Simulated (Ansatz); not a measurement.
# La on Hf(0001): change of the work function, part 3 of 3

Aim: the work function of Hf(0001) at several coverages of La (fcc site), and the dipole that each adsorbate carries.

Ansatz 0.2.0; plane-wave DFT, PBE, Ansatz PAW.

So far, work function, upper face (eV): step 2 (the clean slab) 4.33; step 3 (37 atoms, coverage 0.111 ML, cell 3x3) 3.04.

**4. The covered slab, k-mesh 6×6×1, coverage 0.25 ML**

System of this step: La/Hf(0001). The cell holds 17 atoms: 16 Hf and 1 La. Its edges and angles: a = 6.400 Å, b = 6.400 Å, c = 29.024 Å, α = 90.0°, β = 90.0°, γ = 60.0°. Vacuum lies along c.

Another coverage, to see how the dipoles act on each other as their distance changes.

Contents of input.yaml:

```yaml
crystal:
  lattice:
    - [6.4, 0.0, 0.0]
    - [3.2, 5.5425625842, 0.0]
    - [0.0, 0.0, 29.0240821774]
  atoms:
    - { symbol: Hf, position: [0.3333333333, 0.3333333333, 0.3100873249] }
    - { symbol: Hf, position: [0.0, 0.0, 0.3972976623] }
    - { symbol: Hf, position: [0.3333333333, 0.3333333333, 0.4882431071] }
    - { symbol: Hf, position: [0.0, 0.0, 0.5702235903] }
    - { symbol: Hf, position: [0.3333333333, 0.8333333333, 0.3100873249] }
    - { symbol: Hf, position: [0.0, 0.5, 0.3972976623] }
    - { symbol: Hf, position: [0.3333333333, 0.8333333333, 0.4882431071] }
    - { symbol: Hf, position: [0.0, 0.5, 0.5702235903] }
    - { symbol: Hf, position: [0.8333333333, 0.3333333333, 0.3100873249] }
    - { symbol: Hf, position: [0.5, 0.0, 0.3972976623] }
    - { symbol: Hf, position: [0.8333333333, 0.3333333333, 0.4882431071] }
    - { symbol: Hf, position: [0.5, 0.0, 0.5702235903] }
    - { symbol: Hf, position: [0.8333333333, 0.8333333333, 0.3100873249] }
    - { symbol: Hf, position: [0.5, 0.5, 0.3972976623] }
    - { symbol: Hf, position: [0.8333333333, 0.8333333333, 0.4882431071] }
    - { symbol: Hf, position: [0.5, 0.5, 0.5702235903] }
    - { symbol: La, position: [0.1666666667, 0.1666666667, 0.6899126751] }
kpoints:
  mp_grid: { grid: [6, 6, 1] }
hamiltonian:
  xc: pbe
scf:
  occupations: { method: fermi_dirac, width: 0.1 }
  convergence: { dr2_threshold: 1.0e-08 }
efield:
  axis: 3
  dipole_correction: true
  ramp_position: 0.97
  ramp_width: 0.06
relax:
  f_tol: 0.02
  max_steps: 60
  constraints: [{ sites: [0, 1, 4, 5, 8, 9, 12, 13] }]
output:
  dos: { projected: true, e_range: [-8, 4] }
  write_potential: true
  write_density: true
  volumetric_format: npy
  elf: true
```

Started as:

```
$ ansatz run input.yaml --threads 4 --pin off --max-ram 16384MiB --backend cpu --events-out ev --progress --plain --runs-dir out
```

Standard output:

```text
La: projections on atomic orbitals take those of the free atom [Kr 4d10] 4f0 5s2 5p6 5d1 6s2, of charge +0.00 (hamiltonian.pseudopotentials.projection_atoms); the dataset's partial waves leave at most 1.9e-5 of an orbital's norm unspanned inside its sphere
[...]
Crystal: 17 atoms, lattice volume = 1029.554 Å³
Basis set: ecut = 420 eV, 20149 PW (Γ), exchange–correlation on 90×90×400 points (8 copies of the dense FFT grid, shifted against one another)
Bands: 257, of which v1, the nominal top of the filled ones, is band 214 counted from 1 (213 counted from 0)
Symmetry: 6 space group operations
[...]
k-points: 7 of 36 (time reversal used)
[...]
SCF iter   1: F=—  HF=-257783.919964 eV  |F-HF|=—  |Δ(HF+E_count)|=         —  Δρ=8.50e-3  dr2=2.07e1  ethr=1.77e-3  p=0.575 e·Å  D=1.01e-1 V/Å  ΔV_dip=-2.94 eV  dr2_dipole=1.67e1  V_vac-E_F(+/−)=1.55/4.49 eV  ⟨swp⟩=6.1  Hψ=5699  notcnv=0
[...]
SCF iter  17: F=-257783.390331 eV  HF=-257783.390331 eV  |F-HF|=6.98e-10  |Δ(HF+E_count)|=   5.21e-9  Δρ=3.62e-7  dr2=3.12e-9  ethr=2.34e-12  p=0.381 e·Å  D=6.69e-2 V/Å  ΔV_dip=-1.94 eV  dr2_dipole=4.63e-10  V_vac-E_F(+/−)=2.43/4.37 eV  ⟨swp⟩=9.1  Hψ=15141  notcnv=0
SCF 1 converged in 17 iterations: F = -257783.390331 eV  dr2 = 3.12e-9
[...]
relax step   1: F+E_penalty+E_count = -257783.39033066 eV  Δ(F+E_penalty+E_count) = +0.000e0 eV  max|allowed force component| = 1.929e0 eV/Å  Δτ_max = 0.0000 Å  (17 SCF iters, accepted)
[...]
SCF iter  12: F=-257783.900752 eV  HF=-257783.900752 eV  |F-HF|=2.82e-9  |Δ(HF+E_count)|=   6.72e-9  Δρ=3.52e-7  dr2=5.03e-9  ethr=2.34e-12  p=0.404 e·Å  D=7.10e-2 V/Å  ΔV_dip=-2.06 eV  dr2_dipole=5.03e-12  V_vac-E_F(+/−)=2.31/4.37 eV  ⟨swp⟩=10.3  Hψ=14693  notcnv=0
SCF 2 converged in 12 iterations: F = -257783.900752 eV  dr2 = 5.03e-9
[...]
relax step   2: F+E_penalty+E_count = -257783.90075161 eV  Δ(F+E_penalty+E_count) = -5.104e-1 eV  max|allowed force component| = 1.896e0 eV/Å  Δτ_max = 0.1948 Å  (12 SCF iters, accepted)
SCF iter   1: F=—  HF=-257784.346218 eV  |F-HF|=—  |Δ(HF+E_count)|=         —  Δρ=3.35e-3  dr2=1.95e0  ethr=2.29e-3  p=0.404 e·Å  D=7.10e-2 V/Å  ΔV_dip=-2.06 eV  dr2_dipole=5.35e-1  V_vac-E_F(+/−)=2.32/4.38 eV  ⟨swp⟩=3.3  Hψ=3067  notcnv=0
[...]
SCF iter  11: F=-257784.277977 eV  HF=-257784.277977 eV  |F-HF|=1.69e-9  |Δ(HF+E_count)|=   2.21e-8  Δρ=6.08e-7  dr2=9.55e-9  ethr=2.34e-12  p=0.407 e·Å  D=7.15e-2 V/Å  ΔV_dip=-2.08 eV  dr2_dipole=2.00e-9  V_vac-E_F(+/−)=2.29/4.37 eV  ⟨swp⟩=8.4  Hψ=15159  notcnv=0
SCF 3 converged in 11 iterations: F = -257784.277977 eV  dr2 = 9.55e-9
[...]
relax step   3: F+E_penalty+E_count = -257784.27797659 eV  Δ(F+E_penalty+E_count) = -3.772e-1 eV  max|allowed force component| = 1.504e0 eV/Å  Δτ_max = 0.1905 Å  (11 SCF iters, accepted)
[...]
relax step   4: F+E_penalty+E_count = -257784.53173131 eV  Δ(F+E_penalty+E_count) = -2.538e-1 eV  max|allowed force component| = 7.966e-1 eV/Å  Δτ_max = 0.1938 Å  (10 SCF iters, accepted)
[...]
relax step   5: F+E_penalty+E_count = -257784.62566211 eV  Δ(F+E_penalty+E_count) = -9.393e-2 eV  max|allowed force component| = 1.011e-1 eV/Å  Δτ_max = 0.1949 Å  (10 SCF iters, accepted)
[...]
relax step   6: F+E_penalty+E_count = -257784.63324785 eV  Δ(F+E_penalty+E_count) = -7.586e-3 eV  max|allowed force component| = 6.389e-2 eV/Å  Δτ_max = 0.0487 Å  (9 SCF iters, accepted)
SCF iter   1: F=—  HF=-257784.635173 eV  |F-HF|=—  |Δ(HF+E_count)|=         —  Δρ=2.45e-4  dr2=1.14e-2  ethr=2.21e-5  p=0.375 e·Å  D=6.60e-2 V/Å  ΔV_dip=-1.91 eV  dr2_dipole=3.31e-3  V_vac-E_F(+/−)=2.46/4.37 eV  ⟨swp⟩=2.0  Hψ=2419  notcnv=0
[...]
SCF iter   7: F=-257784.633827 eV  HF=-257784.633827 eV  |F-HF|=8.44e-10  |Δ(HF+E_count)|=   5.03e-8  Δρ=5.06e-7  dr2=6.90e-9  ethr=2.34e-12  p=0.375 e·Å  D=6.58e-2 V/Å  ΔV_dip=-1.91 eV  dr2_dipole=2.36e-9  V_vac-E_F(+/−)=2.46/4.37 eV  ⟨swp⟩=11.0  Hψ=14971  notcnv=0
SCF 7 converged in 7 iterations: F = -257784.633827 eV  dr2 = 6.90e-9
[...]
relax step   7: F+E_penalty+E_count = -257784.63382693 eV  Δ(F+E_penalty+E_count) = -5.791e-4 eV  max|allowed force component| = 5.447e-3 eV/Å  Δτ_max = 0.0097 Å  (7 SCF iters, accepted)
[...]
SCF converged after 7 iterations
Free energy (F): -257784.633827 eV
[...]
Internal energy: -257783.892424 eV  (E = F + TS)
E sigma→0 (E₀):  -257784.263125 eV
Entropy (-TS):   -0.741403 eV (-43.612 meV/atom)
Fermi energy:    5.326404 eV
Dipole field:    D = 0.065861 V/Å  (p = 0.374729 e·Å, saw-weighted, corrected)
Work function:   Φ+ = 2.4623 eV   Φ− = 4.3739 eV
[...]
--- Forces (eV/Å), atoms counted from 1 ---
  atom   1  Hf    -0.00478585    -0.00276311     0.62829747
  atom   2  Hf    -0.04136485    -0.02388200    -0.64558344
  atom   3  Hf    -0.00134534    -0.00077673    -0.00544654
  atom   4  Hf    -0.00153050    -0.00088364     0.00346585
  atom   5  Hf     0.00000000     0.00552622     0.62829747
  atom   6  Hf    -0.00000000     0.04776401    -0.64558344
  atom   7  Hf     0.00000000     0.00155346    -0.00544654
  atom   8  Hf    -0.00000000     0.00176727     0.00346585
  atom   9  Hf     0.00478585    -0.00276311     0.62829747
  atom  10  Hf     0.04136485    -0.02388200    -0.64558344
  atom  11  Hf     0.00134534    -0.00077673    -0.00544654
  atom  12  Hf     0.00153050    -0.00088364     0.00346585
  atom  13  Hf     0.00000000    -0.00000000     0.63957951
  atom  14  Hf    -0.00000000     0.00000000    -0.58540652
  atom  15  Hf     0.00000000    -0.00000000     0.00290849
  atom  16  Hf    -0.00000000     0.00000000     0.00138930
  atom  17  La     0.00000000    -0.00000000    -0.00066993
  max |Σ_I F_I| component: 8.75e-7 eV/Å
--- Band table (eV; the first three rows and the last of 7) ---
  k-point 0: bands = [... 210 lower, 5.6182, 5.6427, 5.6427, 5.6863, 5.8415, 5.8415, 6.0060, 6.1733, ... 39 higher]
  k-point 1: bands = [... 210 lower, 5.4558, 5.5577, 5.5705, 5.5993, 5.7331, 5.7365, 5.9127, 6.0449, ... 39 higher]
  k-point 2: bands = [... 210 lower, 5.1179, 5.2588, 5.3085, 5.3345, 5.4995, 5.5771, 5.5792, 5.7168, ... 39 higher]
  k-point 6: bands = [... 210 lower, 4.8878, 4.8923, 4.9053, 4.9435, 5.1506, 5.1974, 5.2694, 5.4584, ... 39 higher]
--- Relaxed structure (7 steps of the walk, 7 accepted, 0 SCFs on fresh bases) ---
  F+E_penalty+E_count = -257784.63382693 eV   max|allowed force component| = 5.447e-3 eV/Å
  atoms:
    - { symbol: Hf, position: [0.333333, 0.333333, 0.3100873249] }
    - { symbol: Hf, position: [2.666712e-17, 2.666712e-17, 0.3972976623] }
    - { symbol: Hf, position: [0.336715, 0.336715, 0.487935] }
    - { symbol: Hf, position: [0.00487761, 0.00487761, 0.569997] }
    - { symbol: Hf, position: [0.333333, 0.833333, 0.3100873249] }
    - { symbol: Hf, position: [0.0, 0.5, 0.3972976623] }
    - { symbol: Hf, position: [0.336715, 0.826570, 0.487935] }
    - { symbol: Hf, position: [0.00487761, 0.490245, 0.569997] }
    - { symbol: Hf, position: [0.833333, 0.333333, 0.3100873249] }
    - { symbol: Hf, position: [0.500000, 2.666712e-17, 0.3972976623] }
    - { symbol: Hf, position: [0.826570, 0.336715, 0.487935] }
    - { symbol: Hf, position: [0.490245, 0.00487761, 0.569997] }
    - { symbol: Hf, position: [0.833333, 0.833333, 0.3100873249] }
    - { symbol: Hf, position: [0.500000, 0.5, 0.3972976623] }
    - { symbol: Hf, position: [0.833333, 0.833333, 0.487469] }
    - { symbol: Hf, position: [0.500000, 0.5, 0.577203] }
    - { symbol: La, position: [0.166667, 0.166667, 0.661749] }
```

The job ended after 11 min (4 threads of Arm Neoverse V1, shared host; peak memory 5.8 GiB).

Step by step:

| step | energy less that of the first step (eV) | largest force component (eV/Å) |
| --- | --- | --- |
| 1 | 0.0000 | 1.9291 |
| 2 | -0.5104 | 1.8958 |
| 3 | -0.8876 | 1.5042 |
| 4 | -1.1414 | 0.7966 |
| 5 | -1.2353 | 0.1011 |
| 6 | -1.2429 | 0.0639 |
| 7 | -1.2435 | 0.0054 |

The run keeps the 6 symmetry operations that the program found, so distortions that break them were not tested.

The atoms that moved most (Å):

| atom | dx | dy | dz | length |
| --- | --- | --- | --- | --- |
| La17 | 0.000 | 0.000 | -0.817 | 0.817 |
| Hf16 | 0.000 | 0.000 | 0.203 | 0.203 |
| Hf12 | -0.047 | 0.027 | -0.007 | 0.054 |
| Hf4 | 0.047 | 0.027 | -0.007 | 0.054 |
| Hf8 | 0.000 | -0.054 | -0.007 | 0.054 |
| Hf7 | 0.000 | -0.037 | -0.009 | 0.039 |
| Hf11 | -0.032 | 0.019 | -0.009 | 0.039 |
| Hf3 | 0.032 | 0.019 | -0.009 | 0.039 |

The relaxed structure:

```xyz
17
Lattice="6.4000 0.0000 0.0000 3.2000 5.5426 0.0000 0.0000 0.0000 29.0241" Properties=species:S:1:pos:R:3
Hf    3.2000    1.8475    9.0000
Hf    0.0000    0.0000   11.5312
Hf    3.2325    1.8663   14.1619
Hf    0.0468    0.0270   16.5436
Hf    4.8000    4.6188    9.0000
Hf    1.6000    2.7713   11.5312
Hf    4.8000    4.5813   14.1619
Hf    1.6000    2.7172   16.5436
Hf    6.4000    1.8475    9.0000
Hf    3.2000    0.0000   11.5312
Hf    6.3675    1.8663   14.1619
Hf    3.1532    0.0270   16.5436
Hf    8.0000    4.6188    9.0000
Hf    4.8000    2.7713   11.5312
Hf    8.0000    4.6188   14.1483
Hf    4.8000    2.7713   16.7528
La    1.6000    0.9238   19.2067
```

This step gave:

```
energy at zero smearing        : -257784.2631 eV
work function, upper face      : 2.462 eV
work function, lower face      : 4.374 eV
dipole along the normal        : 0.3747 e·Å
step between the vacuum levels : -1.912 eV
```

Running mean over 2.5312 Å of the planar mean; the ramp of the sawtooth is left out. The electron's electrostatic potential energy less the Fermi level by z:

| z (Å) | electron's electrostatic potential energy less the Fermi level (eV) |
| --- | --- |
| 3.5 | 4.37 |
| 4.0 | 4.37 |
| 4.5 | 4.36 |
| 5.0 | 4.35 |
| 5.5 | 4.29 |
| 6.0 | 4.12 |
| 6.5 | 3.63 |
| 7.0 | 2.30 |
| 7.5 | -0.573 |
| 8.0 | -4.05 |
| 8.5 | -6.60 |
| 9.0 | -7.41 |
| 9.5 | -7.41 |
| 10.0 | -7.30 |
| 10.5 | -7.25 |
| 11.0 | -7.25 |
| 11.5 | -7.25 |
| 12.0 | -7.09 |
| 12.5 | -6.81 |
| 13.0 | -6.77 |
| 13.5 | -6.97 |
| 14.0 | -7.26 |
| 14.5 | -7.51 |
| 15.0 | -7.80 |
| 15.5 | -7.84 |
| 16.0 | -7.63 |
| 16.5 | -7.32 |
| 17.0 | -6.78 |
| 17.5 | -5.27 |
| 18.0 | -3.10 |
| 18.5 | -1.39 |
| 19.0 | -0.797 |
| 19.5 | -0.702 |
| 20.0 | -0.312 |
| 20.5 | 0.512 |
| 21.0 | 1.43 |
| 21.5 | 2.04 |
| 22.0 | 2.28 |
| 22.5 | 2.39 |
| 23.0 | 2.43 |
| 23.5 | 2.45 |
| 24.0 | 2.46 |
| 24.5 | 2.46 |
| 25.0 | 2.46 |
| 25.5 | 2.46 |

The density of states has structure finer than the step of the table below, so its rows give means over 0.25 eV. Peaks (eV: height): -1.320: 50.4, -1.170: 46.8, -0.960: 48.8, 0.480: 44.1, 0.930: 122, 1.530: 40.8, 1.650: 45.7.

The density of states by energy, zero at the Fermi level; means over each step:

| energy (eV) | density of states (states/eV a cell) |
| --- | --- |
| -7.00 | 7.3e-4 |
| -6.75 | 0.764 |
| -6.50 | 0.974 |
| -6.25 | 1.11 |
| -6.00 | 1.09 |
| -5.75 | 2.07 |
| -5.50 | 2.88 |
| -5.25 | 2.21 |
| -5.00 | 2.26 |
| -4.75 | 4.00 |
| -4.50 | 3.63 |
| -4.25 | 3.47 |
| -4.00 | 3.10 |
| -3.75 | 10.4 |
| -3.50 | 4.11 |
| -3.25 | 13.7 |
| -3.00 | 9.69 |
| -2.75 | 12.0 |
| -2.50 | 13.0 |
| -2.25 | 13.7 |
| -2.00 | 12.2 |
| -1.75 | 6.88 |
| -1.50 | 14.1 |
| -1.25 | 29.3 |
| -1.00 | 30.2 |
| -0.75 | 18.3 |
| -0.50 | 17.1 |
| -0.25 | 22.3 |
| 0.00 | 21.2 |
| 0.25 | 25.5 |
| 0.50 | 29.4 |
| 0.75 | 31.3 |
| 1.00 | 74.8 |
| 1.25 | 28.8 |
| 1.50 | 21.9 |
| 1.75 | 22.4 |

Projected DOS per atom over height of the atomic layer and energy from the Fermi level. Layers: Hf4 Hf4 Hf4 Hf4 La from below.

Ten even steps from '0' (0.0 states/eV) to '9' (30.3 states/eV), each cell a mean:
```
00000
00001
00009
00001
00000
00000
00000
00000
00000
00000
00000
00000
00000
00000
00000
00000
00000
00000
00000
00000
00000
00000
```
Columns: height of the atomic layer (Å) from 9 to 19.2; rows upwards: energy from the Fermi level (eV) from -7.96 to 1.95.

ELF in the ca plane at fractional y = 0.000, with atoms of Hf within 0.2 Å of it. It is the smooth field of the valence electrons, not physical close to the nuclei.

Ten even steps from '0' (0.00) to '9' (0.83), each cell a mean:
```
52599973366678626999721222111111100000000000
42268742343234423676312333211100000000000000
33223212321222232222123444321100000000000000
25432235412332244322345544321100000000000000
25432235412332244322345544321100000000000000
33223212321222232222123444321100000000000000
42368742343234423676312333211100000000000000
52699973366678626999721222111111100000000000
52699983367888637999831211110111111000000000
52489962355456525999621112321112222100000000
42235422332222322465222236753112333210000000
34322224421221243222343379984222343321000000
25543345411331245323564489985222344321000000
34322224421221243222343369984222343321000000
42245522332223322565222136753112333210000000
52489962355556525999621112221112222100000000
52699983367888637999831211110111111000000000
```
Columns run along c (16.0 Å, from fractional 0.34 to 0.90 of the cell), rows up along a (6.4 Å). Atoms in or near the plane, at fractional coordinates: Hf at (0.40, 0.00), Hf at (0.57, 0.00), Hf at (0.40, 0.50), Hf at (0.57, 0.49).

Valence density in the ca plane at fractional y = 0.000, with atoms of Hf within 0.2 Å of it. It is the smooth field of the valence electrons, not physical close to the nuclei.

Values in e/Å³, 9 rows by 16 columns, each cell a mean:
```
 0 11  3  0  0  0  9  3  0  0  0  0  0  0  0  0
 0  0  0  0  1  0  0  0  0  0  0  0  0  0  0  0
 0  0  0  0  1  0  0  0  0  0  0  0  0  0  0  0
 0  7  2  0  0  0  5  2  0  0  0  0  0  0  0  0
 1 20  5  0  0  1 19  6  0  0  0  0  0  0  0  0
 0  3  1  0  0  0  3  1  0  0  0  0  0  0  0  0
 0  0  0  0  1  0  0  0  0  1  0  0  0  0  0  0
 0  1  0  0  0  0  2  1  0  0  0  0  0  0  0  0
 1 17  4  0  0  1 17  5  0  0  0  0  0  0  0  0
```
Columns run along c (16.0 Å, from fractional 0.34 to 0.90 of the cell), rows up along a (6.4 Å). Atoms in or near the plane, at fractional coordinates: Hf at (0.40, 0.00), Hf at (0.57, 0.00), Hf at (0.40, 0.50), Hf at (0.57, 0.49).

Electrostatic potential energy in the ca plane at fractional y = 0.000, with atoms of Hf within 0.2 Å of it. With pseudopotentials it is smooth inside the atoms' cores, unlike the true potential.

Values in eV, 9 rows by 16 columns, each cell a mean:
```
 -2 -30 -15   5   5   0 -28 -15   7   8   8   8   8   8   8   8
  4  -3   2   1  -5   4  -1   3   9   9   9   8   8   8   8   8
  5   1   4   1  -8   4   2   5   9   9   9   8   8   8   8   8
  0 -26 -11   5   3   1 -23 -11   7   8   8   8   8   8   8   8
 -4 -32 -20   6   7  -2 -32 -22   5   5   6   8   8   8   8   8
  2 -18  -5   4   1   2 -19  -8   2  -4   3   7   8   8   8   8
  5   3   5   1  -8   4   3   5  -1 -17  -1   7   8   8   8   8
  3 -11  -2   3  -1   3 -12  -3   1  -7   2   7   8   8   8   8
 -3 -32 -18   6   6  -2 -32 -20   4   4   6   8   8   8   8   8
```
Columns run along c (16.0 Å, from fractional 0.34 to 0.90 of the cell; values clipped at the 3rd and 97th percentile), rows up along a (6.4 Å). Atoms in or near the plane, at fractional coordinates: Hf at (0.40, 0.00), Hf at (0.57, 0.00), Hf at (0.40, 0.50), Hf at (0.57, 0.49).

The relaxation took 7 steps and lowered the energy by 1.2 eV; the largest force on the free atoms ends at 0.0054 eV/Å.

By hand: a sheet of dipoles makes a step −p/(ε₀A) in the electron's potential. With e/ε₀ = 180.95 V·Å, p = 0.3747 e·Å and A = 35.47 Å², that is −180.95 × (0.3747) / 35.47 = -1.912 eV, and the two vacuum levels of the run differ by -1.912 eV.

The covered face has 2.46 eV, -1.87 eV against the clean one; the bare back face has moved by -0.01 eV, a measure of how thin the slab is.

**5. Work function against coverage**

This step: plane-wave DFT, PBE, Ansatz PAW; work function against coverage (Ansatz 0.2.0).

The runs are now put side by side.

Numbers from this step:

* work function of the clean face: 4.332 eV
* largest change of the work function: -1.870 eV

Table of work function of the covered face by coverage:

| coverage (adsorbates/nm²) | work function of the covered face (eV) |
| --- | --- |
| 0.00 | 4.33 |
| 1.25 | 3.04 |
| 2.82 | 2.46 |

The dipole per adsorbate comes from the change of the cell's dipole. Coverage, by row:

| coverage (1/nm²) | coverage (ML) | work function (eV) | change (eV) | dipole per adsorbate, positive end outwards (debye) | mean height of the added atoms over the highest substrate atom (Å) |
| --- | --- | --- | --- | --- | --- |
| 1.253 | 0.1111 | 3.037 | -1.295 | 2.733 | 2.511 |
| 2.819 | 0.25 | 2.462 | -1.87 | 1.754 | 2.454 |

**6. Summary of results**

| Property | Result |
| --- | --- |
| work function of the clean face | 4.33 eV |
| work function at 0.11 ML | 3.04 eV |
| work function at 0.25 ML | 2.46 eV |
| dipole per adsorbate at 0.11 ML, positive end outwards | 2.73 D |

**Reading.** La lowers the work function of Hf(0001) at the lowest coverage, by 1.30 eV: the adsorbate layer has its positive end outwards. The slab has 4 layers, at the tabulated experimental lattice constant, one starting site was run, and quantum-size effects of a slab this thin can reach one or two tenths of an eV. The main runs have no spin polarisation; a magnetic state could lie lower and would change these results.

[Long decimals in the printed logs are rounded to 6 places.]

[Logs are printed without paths, hosts, clocks, repeated set-up lines and the standing remarks that a program may print on its own settings, such as how far it seeks lower states.]

[Hosts, paths, dates, database ids (printed as entryN), source tags and the programs' standing remarks are cut or masked in the printed files.]

[Maps of the electrostatic potential energy from Ansatz leave out the sawtooth potential of an applied field or a dipole correction, so their vacuum need not be flat; planar profiles and work functions include it.]

[The density of states shown here was stored with 400 of the rows of the run's finer table, so its peaks can read low, often by over a quarter, or be missed, and its means over a window can be off by a tenth or more.]
